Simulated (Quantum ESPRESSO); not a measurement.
Consider Ca3GeN (Pm-3m).

```cif
data_structure
_symmetry_space_group_name_H-M 'P 1'
_symmetry_Int_Tables_number 1
_cell_length_a 4.7573
_cell_length_b 4.7573
_cell_length_c 4.7573
_cell_angle_alpha 90.000
_cell_angle_beta 90.000
_cell_angle_gamma 90.000
_cell_volume 107.67
loop_
_atom_site_label
_atom_site_type_symbol
_atom_site_fract_x
_atom_site_fract_y
_atom_site_fract_z
_atom_site_occupancy
Ge1 Ge 0.00000 0.00000 0.00000 1
Ca2 Ca 0.50000 0.50000 0.00000 1
Ca3 Ca 0.50000 0.00000 0.50000 1
Ca4 Ca 0.00000 0.50000 0.50000 1
N5 N 0.50000 0.50000 0.50000 1
```

Absorber: atom 1, with 12 Ca at 3.36 Å (cuboctahedral, site symmetry m-3m). Method: Quantum ESPRESSO XSpectra, LDA, excited-electron core hole (neutral cell), 10-atom cell with 6.7 Å between holes, 5×5×5 k points, dipole transitions, Lorentzian half width 0.98 eV up to 4 eV, rising linearly to 1.75 eV at 25 eV (not a setting of the program: the run's 0.4 eV curve was folded afterwards with a further Lorentzian).

Predict the near-edge structure at the Ge K edge.

Main maxima up to 30 eV above the zero (height): 6.2 eV (2.21) and 22.0 eV (1.30). A K edge sees empty p states on the absorber. 

The Ge K spectrum (energy from the energy zero of the input (xe0, at the border of filled and empty states); intensity scaled to a mean of 1 over the first 20 eV; folded afterwards to Lorentzian half width 0.98 eV up to 4 eV, rising linearly to 1.75 eV at 25 eV; the points at xe0, where the cut of filled states can leave a spike, are interpolated):

```
E (eV)  intensity
 -2.00       0.11
 -1.25       0.14
 -0.50       0.19
  0.25       0.27
  1.00       0.31
  1.75       0.39
  2.50       0.57
  3.25       0.82
  4.00       1.05
  4.75       1.38
  5.50       1.88
  6.25       2.20
  7.00       1.82
  7.75       1.50
  8.50       1.48
  9.25       1.40
 10.00       1.12
 10.75       0.90
 11.50       0.80
 12.25       0.73
 13.00       0.65
 13.75       0.61
 14.50       0.62
 15.25       0.67
 16.00       0.75
 16.75       0.82
 17.50       0.91
 18.25       1.02
 19.00       1.12
 19.75       1.19
 20.50       1.22
 21.25       1.27
 22.00       1.30
 22.75       1.26
 23.50       1.14
 24.25       1.03
 25.00       0.95
 25.75       0.91
 26.50       0.85
 27.25       0.77
 28.00       0.72
 28.75       0.69
 29.50       0.67
 30.25       0.65
 31.00       0.65
 31.75       0.65
```

Lifetime broadening is put in by hand, and intensities beyond about 20 eV depend on it and on the partial waves. The structure is a published determination, not relaxed.

[Banner, clock and machine lines of the logs are left out without a mark of their own.]

[Logs are printed without paths, hosts, clocks, repeated set-up lines and the standing remarks that a program may print on its own settings, such as how far it seeks lower states.]

[Hosts, paths, dates, database ids (printed as entryN), source tags and the programs' standing remarks are cut or masked in the printed files.]

[Lists of maxima count a maximum above −3 eV only where it reaches 4 % of the highest in the window and stands out from its surroundings by 2 % of it (1.5 % where it reaches 55 %); shoulders and weaker maxima are passed over, and of the rest the first, up to two pre-edge ones and the few strongest are named.]
